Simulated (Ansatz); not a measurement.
## Simulated XPS, UPS and emission spectra of Cd5B3O9F

What would valence photoemission of Cd5B3O9F look like, and what sets its shape? Spin–orbit coupling is left out of the bands throughout.

Calculated with Ansatz 0.2.0; DFT, PBEsol, plane-wave PAW, default files, scalar-relativistic, in the first sound run; inputs show where later runs differ.

## 1. Set-up

The structure is monoclinic, space group Cm (No. 8). Conventional cell: a = 8.057 Å, b = 15.966 Å, c = 3.447 Å, α = 90.00°, β = 100.06°, γ = 90.00°. Nearest to Cd lie 6 O at 2.27 to 2.54 Å. Nearest to Cd lie 5 O at 2.25 to 2.31 Å and 1 F at 2.36 Å. Nearest to Cd lie 4 O at 2.24 to 2.35 Å and 2 F at 2.34 to 2.47 Å. Nearest to F lie 4 Cd at 2.34 to 2.47 Å. Nearest to O lie 1 B at 1.36 Å and 3 Cd at 2.25 to 2.54 Å. Nearest to O lie 1 B at 1.39 Å and 2 Cd at 2.24 to 2.28 Å. Farther neighbours and most contacts between anions are not listed.

## 2. Self-consistent run, DOS and bands

The base run gives the projected DOS, from which the spectra are built. The DOS is taken on a denser mesh than the density.

input.yaml

```yaml
crystal:
  lattice:
    - [4.0285, -7.983, 0.0]
    - [4.0285, 7.983, 0.0]
    - [-0.6021197902, 0.0, 3.3940036473]
  atoms:
    - { symbol: Cd, position: [0.34802, 0.69972, 0.5895] }
    - { symbol: Cd, position: [0.69972, 0.34802, 0.5895] }
    - { symbol: Cd, position: [0.02711, 0.26603, 0.9166] }
    - { symbol: Cd, position: [0.26603, 0.02711, 0.9166] }
    - { symbol: Cd, position: [0.7611, 0.7611, 0.2177] }
    - { symbol: F, position: [0.9722, 0.9722, 0.829] }
    - { symbol: O, position: [0.1697, 0.8241, 0.36] }
    - { symbol: O, position: [0.8241, 0.1697, 0.36] }
    - { symbol: O, position: [0.5772, 0.5772, 0.635] }
    - { symbol: O, position: [0.8446, 0.5572, 0.156] }
    - { symbol: O, position: [0.5572, 0.8446, 0.156] }
    - { symbol: O, position: [0.2411, 0.3919, 0.48] }
    - { symbol: O, position: [0.3919, 0.2411, 0.48] }
    - { symbol: O, position: [0.1019, 0.5607, 0.975] }
    - { symbol: O, position: [0.5607, 0.1019, 0.975] }
    - { symbol: B, position: [0.403, 0.403, 0.526] }
    - { symbol: B, position: [0.0365, 0.6455, 0.167] }
    - { symbol: B, position: [0.6455, 0.0365, 0.167] }
kpoints:
  mp_grid: { grid: [4, 4, 6] }
  band_path:
    path:
      - [[0.0, 0.0, 0.0], [-0.5, 0.5, 0.0], [-0.5, 0.5, -0.5], [0.0, 0.0, -0.5], [0.0, 0.0, 0.0]]
      - [[0.0, 0.5, -0.5], [0.0, 0.0, 0.0], [0.0, 0.5, 0.0]]
    npoints: 10
scf:
  occupations: { method: fermi_dirac, width: 0.02 }
  n_extra_bands: 40
hamiltonian:
  xc: pbesol
  pseudopotentials: { kind: paw }
output:
  forces: true
  stress: true
  dos:
    projected:
      site_lists:
        Cd: [0, 1, 2, 3, 4]
        F: [5]
        O: [6, 7, 8, 9, 10, 11, 12, 13, 14]
        B: [15, 16, 17]
    de: 0.05
    e_range: [-36, 12]
    nscf_kmesh: { grid: [6, 6, 12] }
  fatbands: true
  write_density: true
  write_potential: true
  elf: true
  volumetric_format: npy
```

On the command line:

```console
$ ansatz run input.yaml --threads 4 --pin off --max-ram 12288MiB --backend cpu --events-out ev --progress --plain --runs-dir out
```

Numbers of over 12 decimals in the logs are rounded to 6 here.

What it wrote:

```text
scf.n_extra_bands = 40 over 85 filled bands (N_el = 170.0): the run solves 125 bands
Engine: ansatz 0.2.0, x86_64-unknown-linux-gnu
Pseudopotentials: kind: paw
Pseudopotential: Cd, paw, valence charge 20, recommended cutoff 420 eV (normal), Cd.paw.azcp
Pseudopotential: F, paw, valence charge 7, recommended cutoff 420 eV (normal), F.paw.azcp
Pseudopotential: O, paw, valence charge 6, recommended cutoff 420 eV (normal), O.paw.azcp
Pseudopotential: B, paw, valence charge 3, recommended cutoff 420 eV (normal), B.paw.azcp
Functional definition: PBEsol
  exchange = pbesol_x
  correlation = pbesol_c
Crystal: 18 atoms, lattice volume = 218.299 Å³
Basis set: ecut = 420 eV, 4281 PW (Γ), exchange–correlation on 120×120×48 points (8 copies of the dense FFT grid, shifted against one another)
Bands: 125, of which v1, the nominal top of the filled ones, is band 85 counted from 1 (84 counted from 0)
Symmetry: 2 space group operations
Space group: Cm (ITA 8), of the structure as read, at distance tolerance 6.0e-5 Å
k-points: 34 of 96 (time reversal used)
Non-local potential: Cd, projectors of the file, l = 0: 3, l = 1: 2, l = 2: 2, l = 3: 1
Non-local potential: F, projectors of the file, l = 0: 2, l = 1: 2, l = 2: 1
Non-local potential: O, projectors of the file, l = 0: 2, l = 1: 2, l = 2: 1
Non-local potential: B, projectors of the file, l = 0: 2, l = 1: 2, l = 2: 1
PAW form: soft (Blöchl's): semilocal exchange-correlation on the pseudo side does not see the compensation charge
PAW frozen core: Cd, regenerated for the run's functional, and the local potential with it (the file was generated under x = pbe(κ = 0.804, μ = 0.219515), c = pbe(β = 0.066725))
PAW frozen core: F, regenerated for the run's functional, and the local potential with it (the file was generated under x = pbe(κ = 0.804, μ = 0.219515), c = pbe(β = 0.066725))
PAW frozen core: O, regenerated for the run's functional, and the local potential with it (the file was generated under x = pbe(κ = 0.804, μ = 0.219515), c = pbe(β = 0.066725))
PAW frozen core: B, regenerated for the run's functional, and the local potential with it (the file was generated under x = pbe(κ = 0.804, μ = 0.219515), c = pbe(β = 0.066725))
PAW one-centre angular grid: Cd, 590 points (default); XC on 64 Gauss nodes
PAW one-centre angular grid: F, 110 points (default); XC on 64 Gauss nodes
PAW one-centre angular grid: O, 110 points (default); XC on 64 Gauss nodes
PAW one-centre angular grid: B, 110 points (default); XC on 64 Gauss nodes
Initial density: superposition of atomic densities (neutral atoms: chi_scale 0, normalization atom), corrected by the library's trained network
Initial wavefunctions: pseudopotential atomic-orbital guess
Functional: x = pbesol(κ = 0.804, μ = 0.123457), c = pbesol(β = 0.046)
SCF iter   1: F=—  HF=-47232.589593 eV  |F-HF|=—  |Δ(HF+E_count)|=         —  Δρ=1.41e-2  dr2=3.37e-1  ethr=1.77e-3  ⟨swp⟩=6.0  Hψ=16763  notcnv=0  defer=289
preconditioner: auto → Resta (q_TF=auto, 2.617 Å⁻¹)  ε∞=3.6  [insulator: Δε(μ)=1.422 eV  Ē_g=17.772 eV  σ=0.020 eV  W_gap=1.00  n_scr=64 (ndim 8)  ℏωp=28.7 eV  f_vac=0.076  D(μ)=0.00/eV (n_scr^D=0)  ε∞_Penn≈3.6]
SCF iter   2: F=—  HF=-47232.499664 eV  |F-HF|=—  |Δ(HF+E_count)|=   8.99e-2  Δρ=2.75e-3  dr2=1.05e-2  ethr=1.98e-4  ⟨swp⟩=2.0  Hψ=7290  notcnv=0  defer=1176
SCF iter   3: F=—  HF=-47232.498139 eV  |F-HF|=—  |Δ(HF+E_count)|=   1.53e-3  Δρ=1.13e-3  dr2=2.56e-3  ethr=6.16e-6  ⟨swp⟩=2.0  Hψ=5468  notcnv=0  defer=1176
SCF iter   4: F=—  HF=-47232.498270 eV  |F-HF|=—  |Δ(HF+E_count)|=   1.32e-4  Δρ=7.98e-4  dr2=1.10e-3  ethr=1.50e-6  ⟨swp⟩=2.0  Hψ=5110  notcnv=0  defer=1176
SCF iter   5: F=—  HF=-47232.498134 eV  |F-HF|=—  |Δ(HF+E_count)|=   1.36e-4  Δρ=1.82e-4  dr2=7.67e-5  ethr=6.46e-7  ⟨swp⟩=2.0  Hψ=5281  notcnv=0  defer=1176
SCF iter   6: F=—  HF=-47232.498500 eV  |F-HF|=—  |Δ(HF+E_count)|=   3.66e-4  Δρ=5.43e-5  dr2=6.34e-6  ethr=4.51e-8  ⟨swp⟩=2.0  Hψ=4542  notcnv=0  defer=1176
SCF iter   7: F=—  HF=-47232.498507 eV  |F-HF|=—  |Δ(HF+E_count)|=   6.82e-6  Δρ=1.38e-5  dr2=3.85e-7  ethr=3.73e-9  ⟨swp⟩=2.0  Hψ=5120  notcnv=0  defer=1176
SCF iter   8: F=—  HF=-47232.498507 eV  |F-HF|=—  |Δ(HF+E_count)|=   5.15e-7  Δρ=1.09e-5  dr2=2.00e-7  ethr=5.88e-11  ⟨swp⟩=15.3  Hψ=31119  notcnv=0
SCF iter   9: F=-47232.498507 eV  HF=-47232.498507 eV  |F-HF|=6.88e-9  |Δ(HF+E_count)|=   1.36e-8  Δρ=1.87e-6  dr2=7.94e-9  ethr=5.88e-11  ⟨swp⟩=6.0  Hψ=19866  notcnv=0
SCF 1 converged in 9 iterations: F = -47232.498507 eV  dr2 = 7.94e-9
  greatest PAW one-centre occupation: 1.000 electrons in one spin orbital (limit 2), on the Cd atom at site 3 (counted from 0), in its partial waves of l = 1
NSCF: frozen V_eff on 62 k-points
NSCF: frozen V_eff on 131 k-points
SCF converged after 9 iterations
Free energy (F): -47232.498507 eV
Harris-Foulkes:  -47232.498507 eV  (|F-HF|=6.88e-9)
Internal energy: -47232.498507 eV  (E = F + TS)
E sigma→0 (E₀):  -47232.498507 eV
Fermi energy:    8.928926 eV
--- Per-component energies (eV) ---
  E_band       = -2309.341115
  E_kinetic    = 4454.279475
  E_local      = -20352.320561  (includes V_loc(G=0)·N_el)
  E_nonlocal   = 743.834054
  E_hartree    = 9056.885336
  E_xc         = -1698.563502
  E_vxc        = -2150.356986  (∫ρ·V_xc dr)
  E_paw        = -21877.247584  (= ΣΔE_a)
  E_vpaw       = -3118.574335  (= ΣTr[D̂ρ^β])
  E_aug_tail   = 0.024300  (compensation charges beyond the density's cutoff)
  E_ewald      = -17561.503990
  E_core_change = 2.113965  (= ΣΔE_core)
  E_smearing   = -0.000000  (= −TS)
  E_closure    = -0.000000  (closes the sum)
  Σ components = -47232.498507   (vs F -47232.498507, Δ=0.00e0)
--- Forces (eV/Å), atoms counted from 1 ---
  atom   1  Cd    -0.10879701     0.03787442    -0.05486437
  atom   2  Cd    -0.10879701    -0.03787442    -0.05486437
  atom   3  Cd     0.07859684     0.17798141     0.00305232
  atom   4  Cd     0.07859684    -0.17798141     0.00305232
  atom   5  Cd    -0.40581030     0.00000000    -0.06112106
  atom   6  F     -0.34449372     0.00000000    -0.05321512
  atom   7  O      0.69334524     0.44724502     0.60152912
  atom   8  O      0.69334524    -0.44724502     0.60152912
  atom   9  O     -0.21760723     0.00000000    -0.22632895
  atom  10  O      0.00562659     0.03140559    -0.00062448
  atom  11  O      0.00562659    -0.03140559    -0.00062448
  atom  12  O      0.07924807     0.07169975    -0.03096985
  atom  13  O      0.07924807    -0.07169975    -0.03096985
  atom  14  O     -0.21501885    -0.74801738    -0.45946995
  atom  15  O     -0.21501885     0.74801738    -0.45946995
  atom  16  B      0.40840230     0.00000000     0.35225441
  atom  17  B     -0.25323839     0.03092497    -0.06443510
  atom  18  B     -0.25323839    -0.03092497    -0.06443510
  max |Σ_I F_I| component: 2.46e-5 eV/Å
--- Stress (GPa, compression-positive) ---
       -1.834474       0.000000       0.876889
        0.000000      -1.078559       0.000000
        0.876873       0.000000      -1.454077
  P = ⅓ Tr σ = -1.4557 GPa (-14.557 kbar)
--- Band table (eV; the first three rows and the last of 34) ---
  k-point 0: bands = [... 81 lower, 7.5762, 7.6379, 7.7912, 8.0613, 9.6754, 12.4699, 12.9492, 13.0442, ... 36 higher]
  k-point 1: bands = [... 81 lower, 7.4056, 7.7386, 7.7906, 8.0867, 10.4472, 12.7227, 13.2244, 13.3332, ... 36 higher]
  k-point 2: bands = [... 81 lower, 7.4002, 7.6520, 7.9121, 8.1193, 11.9044, 13.0757, 13.5214, 13.7712, ... 36 higher]
  k-point 33: bands = [... 81 lower, 7.3974, 7.5469, 8.0036, 8.1072, 12.6700, 13.3920, 13.4152, 13.6652, ... 36 higher]
```

It took 2.2 min on 4 threads of Intel Xeon Platinum 8488C (Sapphire Rapids), shared host; peak memory 2.6 GiB.

This step gave:

```yaml
free_energy: -47232.4985 eV
fermi_energy: 8.929 eV
symmetry_operations: 2
pressure: -1.456 GPa
gap_on_the_k_mesh: 1.554 eV
zero_of_energy: valence-band maximum
share_of_occupied_states_in_no_projected_shell: 0.008 of the occupied states in the window
gap_on_the_path: 1.554 eV
least_direct_gap_on_the_path: 1.614 eV
valence_top_on_path: -5.00e-4 eV
```

Electronic bands along the path, in eV, zero at the valence-band maximum; v1 is the highest filled band, c1 the lowest empty one:

```csv
point,v4,v3,v2,v1,c1,c2,c3,c4
Γ,-0.55,-0.48,-0.33,-0.06,1.55,4.35,4.83,4.92
halfway,-0.55,-0.45,-0.21,-0.09,1.92,3.74,4.58,5.00
Y,-0.58,-0.40,-0.12,-0.12,2.68,2.87,4.43,5.02
halfway,-0.69,-0.36,-0.19,-0.01,3.65,4.02,5.00,5.37
M,-0.72,-0.57,-0.12,-0.01,4.55,5.27,5.29,5.54
halfway,-0.74,-0.52,-0.14,-0.03,4.59,5.09,5.43,5.52
A,-0.67,-0.51,-0.16,-0.03,4.62,5.01,5.48,5.58
halfway,-0.79,-0.43,-0.26,-0.01,3.05,4.80,5.27,5.52
Γ,-0.55,-0.48,-0.33,-0.06,1.55,4.35,4.83,4.92
jump to L2,-0.80,-0.30,-0.18,-0.13,4.75,5.06,5.26,5.38
halfway,-0.73,-0.40,-0.28,-0.06,3.10,4.65,5.16,5.49
Γ,-0.55,-0.48,-0.33,-0.06,1.55,4.35,4.83,4.92
halfway,-0.58,-0.40,-0.24,-0.07,2.03,4.04,4.36,4.72
V2,-0.61,-0.37,-0.16,-0.08,2.88,3.18,4.22,4.49
```

Of the projections kept (Cd s, Cd d, F p, O s, O p, B s, B p, not projected), the largest for each band there; the rest of the weight can lie on other orbitals:

```csv
point,v4,v3,v2,v1,c1,c2,c3,c4
Γ,O p 0.87,O p 0.91,O p 0.87,O p 0.92,Cd s 0.63,Cd s 0.61,Cd s 0.40,Cd s 0.56
Y,O p 0.85,O p 0.89,O p 0.88,O p 0.93,Cd s 0.56,Cd s 0.54,Cd s 0.52,Cd s 0.54
M,O p 0.86,O p 0.94,O p 0.94,O p 0.90,Cd s 0.65,Cd s 0.71,Cd s 0.70,Cd s 0.68
A,O p 0.86,O p 0.93,O p 0.93,O p 0.91,Cd s 0.64,Cd s 0.70,Cd s 0.70,Cd s 0.59
Γ,O p 0.87,O p 0.91,O p 0.87,O p 0.92,Cd s 0.63,Cd s 0.61,Cd s 0.40,Cd s 0.56
L2,O p 0.89,O p 0.92,O p 0.91,O p 0.94,Cd s 0.60,Cd s 0.70,Cd s 0.64,Cd s 0.69
```

The DOS has structure finer than the step of the table below, so its rows give means over 1 eV, whole bins alone (the curve runs from -23.6 to 12.8 eV). Peaks (eV: height): total -17.5: 38.3, -17.1: 47.3, -6.8: 40.6, -6.1: 47.9; Cd 4d -6.5: 31.3, -6.1: 45.1; O 2p -1.6: 11.8, -1.3: 11.1, -0.8: 12.9, -0.1: 13.2; F 2p -6.8: 1.02, -4.4: 1.94, -3.9: 2.84, -3.3: 3.35; B 2p -17.5: 8.16, -17.1: 9.73, 6.4: 2.24, 7.0: 5.52.

* holds the states left over by the projection beside any projected weight of its own. Table of DOS by E, zero at the valence-band maximum; means over each step; 7 of 10 lines; values in states/eV/cell:

```csv
E (eV),total,Cd 4d,O 2p,F 2p,B 2p,Cd 5s,O 2s
-23,0,0,0,0,0,0,0
-22,2.00,0.0145,5.3e-4,9.5e-5,0.00303,0.0541,4.5e-5
-21,0,0,0,0,0,0,0
-20,0,0,0,0,0,0,0
-19,6.00,0.0499,0.240,1.3e-4,0.0281,0.185,4.26
-18,3.97,0.0386,0.0246,2.4e-5,0.863,0.0775,2.94
-17,8.03,0.0927,0.0509,1.1e-4,1.66,0.0655,6.11
-16,0,0,0,0,0,0,0
-15,0,0,0,0,0,0,0
-14,0,0,0,0,0,0,0
-13,0,0,0,0,0,0,0
-12,0,0,0,0,0,0,0
-11,0,0,0,0,0,0,0
-10,0,0,0,0,0,0,0
-9,0,0,0,0,0,0,0
-8,0.253,0.123,0.0958,0.00391,0.00143,0.0112,0.00611
-7,23.6,16.8,5.06,0.449,0.556,0.294,0.208
-6,27.9,25.0,2.02,0.238,0.196,0.216,0.0999
-5,9.67,2.80,4.47,0.536,0.634,0.678,0.315
-4,12.7,2.02,6.26,2.18,1.01,0.404,0.584
-3,8.81,1.14,4.57,1.74,0.589,0.345,0.275
-2,9.77,0.691,7.86,0.387,0.185,0.253,0.149
-1,11.6,0.925,9.98,0.164,0.0959,0.0888,0.0754
0,5.72,0.306,5.25,0.0309,0.0179,0.0260,0.0150
1,0,0,0,0,0,1.6e-5,0
2,0.267,0.00104,0.0324,0.00256,0.00165,0.158,0.0495
3,0.873,0.00292,0.146,0.0140,0.00996,0.506,0.114
4,2.08,0.00484,0.353,0.0416,0.0612,1.22,0.186
5,4.85,0.00752,0.805,0.0854,0.282,3.04,0.247
6,3.63,0.00658,0.637,0.0470,0.742,1.33,0.131
7,5.28,0.0132,1.04,0.0153,2.18,0.249,0.106
8,5.35,0.00588,0.507,0.0142,1.00,0.161,0.125
9,5.65,0.00321,0.283,0.0131,0.558,0.116,0.108
10,6.00,0.00230,0.224,0.00743,0.316,0.0647,0.0742
11,6.98,0.00227,0.199,0.00495,0.251,0.0496,0.0687
12,5.74,0.00158,0.188,0.00347,0.226,0.0341,0.0687
```

This run's widths, added to any smearing of the DOS itself: Gaussian 0.35 eV, Lorentzian 0.2 eV plus 0.08 an eV of depth. Table of intensity by binding energy, zero at the valence-band maximum; values in % of the maximum within 13 eV:

```csv
binding energy (eV),21.2 eV,150 eV,600 eV,1486.7 eV,5414.7 eV
-1,3.81,3.87,0.729,0.657,0.669
0,55.3,51.8,4.25,3.13,2.90
1,92.2,87.4,8.27,6.42,6.20
2,71.9,71.0,7.29,5.85,6.17
3,60.1,67.9,10.0,8.70,9.31
4,73.4,83.7,15.7,14.1,15.0
5,57.6,60.4,23.8,23.0,24.2
6,85.5,86.1,88.1,88.1,88.2
7,77.7,77.9,62.0,61.7,61.8
8,15.5,16.2,11.4,11.3,11.4
9,5.05,5.73,3.80,3.76,3.82
10,2.62,3.44,1.99,1.96,2.03
11,1.64,2.69,1.30,1.27,1.34
12,-,2.56,0.983,0.951,1.05
13,-,2.90,0.869,0.828,0.970
14,-,3.92,0.923,0.862,1.08
15,-,6.59,1.26,1.16,1.56
16,-,15.1,2.54,2.28,3.26
17,-,42.0,6.66,5.94,8.68
18,-,40.1,6.28,5.59,8.22
19,-,29.1,4.51,4.02,5.94
20,-,12.5,2.04,1.84,2.72
21,-,8.93,1.58,1.46,2.21
22,-,11.3,2.08,1.97,3.07
23,-,6.57,1.23,1.16,1.79
```

Maxima picked by a test of local sharpness, so broad peaks and shoulders can be missing; peaks within 0.45 eV of a curve's cut are left out. Valence peaks, by row:

```csv
photon energy (eV),binding energy (eV),height (% of the maximum within 13 eV),main shell,its share (%)
21.2,6.431,100,Cd 4d,66.45
21.2,4.131,73.97,O 2p,67.06
21.2,0.9811,92.28,O 2p,93.86
21.2,0.2311,74.79,O 2p,95.9
150,21.98,11.27,F 2s,74.27
150,17.38,47.79,O 2s,94.82
150,6.431,100,Cd 4d,65.68
150,3.981,83.73,O 2p,53.16
150,0.9811,87.44,O 2p,91.11
150,0.2311,70.03,O 2p,94.19
600,17.38,7.533,O 2s,91.91
600,6.281,100,Cd 4d,98.51
1487,17.38,6.716,O 2s,91.21
1487,6.281,100,Cd 4d,99.15
5415,17.38,9.848,O 2s,91.83
5415,6.281,100,Cd 4d,98.67
```

The intensity has structure finer than the step of the table below, so its rows give means over 2 eV, whole bins alone (the curve runs from -23.6 to 1.39 eV). Peaks (eV: height): F K -3.7: 99.9; F K, E along x -3.2: 85.1; F K, E along y -3.4: 95.9; F K, E along z -3.8: 126; O K -6.8: 38.1, -0.9: 99.8, -0.2: 87.7.

Shapes are the site's partial DOS without matrix elements, which overweights lines from ligand s bands. Table of intensity by emission energy less the core level's binding energy, zero at the valence-band maximum; means over each step; 7 of 12 lines; values in % of the unpolarised maximum:

```csv
emission energy less the core level's binding energy (eV),F K,"F K, E along x","F K, E along y","F K, E along z",O K,"O K, E along x","O K, E along y"
-22,0.0753,0.0787,0.0739,0.0733,0.157,0.182,0.180
-20,0.0958,0.0999,0.0953,0.0921,0.480,0.589,0.590
-18,0.128,0.134,0.127,0.122,0.850,1.04,1.05
-16,0.174,0.185,0.173,0.165,0.397,0.460,0.455
-14,0.257,0.275,0.256,0.242,0.365,0.408,0.393
-12,0.428,0.465,0.424,0.395,0.575,0.644,0.613
-10,0.901,1.02,0.884,0.797,1.31,1.51,1.42
-8,5.42,7.21,4.95,4.11,12.1,14.9,13.5
-6,19.0,22.5,20.2,14.5,30.1,34.2,32.8
-4,76.0,70.4,73.7,83.8,50.4,53.7,50.0
-2,29.8,28.9,30.8,29.6,71.1,62.1,63.7
0,4.30,4.16,5.40,3.35,48.9,46.4,53.1
```

The broadened DOS, unweighted empty DOS has structure finer than the step of the table below, so its rows give means over 0.5 eV, whole bins alone (the curve runs from -0.956 to 12.1 eV). Peaks (eV: height): 5.24: 5.43, 7.04: 7.05, 7.94: 6.17, 11.24: 7.11.

Table of broadened DOS, unweighted empty DOS by E, zero at the valence-band maximum; means over each step:

```csv
E (eV),"broadened DOS, unweighted empty DOS (states/eV/cell)"
1.0,7.0e-4
1.5,0.0476
2.0,0.271
2.5,0.596
3.0,0.859
3.5,1.27
4.0,2.06
4.5,3.27
5.0,4.72
5.5,4.47
6.0,3.23
6.5,4.50
7.0,6.32
7.5,5.26
8.0,5.80
8.5,5.03
9.0,5.50
9.5,5.66
10.0,6.08
10.5,6.56
11.0,6.89
11.5,6.49
```

Valence density in the ac plane of the conventional cell at fractional y = 0.000, with atoms of Cd and F and O and B within 0.2 Å of it. It is the smooth field of the valence electrons, not physical close to the nuclei.

Ten steps, logarithmic in the rise over the least value, from '0' (0 e/Å³) to '9' (22 e/Å³), each cell a mean:
```
22136886210000000000012
00158997310000000000000
00158986211111111000000
00135653233322221100000
11112222466532222100000
44310012577532221000002
77520012566421110000025
88521112333210000000026
65312443211000000000025
```
Columns run along a (8.1 Å), rows up along c (3.4 Å), edges of the conventional cell, whose origin can differ from the input's. Atoms in or near the plane, at fractional coordinates: Cd at (0.24, 0.78), F at (0.03, 0.17), O at (0.42, 0.36), B at (0.60, 0.47).

ELF in the ac plane of the conventional cell at fractional y = 0.000, with atoms of Cd and F and O and B within 0.2 Å of it. It is the smooth field of the valence electrons, not physical close to the nuclei.

Ten even steps from '0' (0.01) to '9' (0.81), each cell a mean:
```
75225775210000000000037
21147996310111111000002
00147874224443331000000
00135542378861122100000
44212213898980022100002
99730027966982132000037
88951027988973221000169
78941112688642100000279
99622332133210000000279
```
Columns run along a (8.1 Å), rows up along c (3.4 Å), edges of the conventional cell, whose origin can differ from the input's. Atoms in or near the plane, at fractional coordinates: Cd at (0.24, 0.78), F at (0.03, 0.17), O at (0.42, 0.36), B at (0.60, 0.47).

[end of part 1 of 2]

[Logs are printed without paths, hosts, clocks, repeated set-up lines and the standing remarks that a program may print on its own settings, such as how far it seeks lower states.]

[Hosts, paths, dates, database ids (printed as entryN), source tags and the programs' standing remarks are cut or masked in the printed files.]

[Maps of the electrostatic potential energy from Ansatz leave out the sawtooth potential of an applied field or a dipole correction, so their vacuum need not be flat; work functions include it.]

[Peak lists hold at most the 14 tallest peaks of each spectrum; further lines can be left out.]
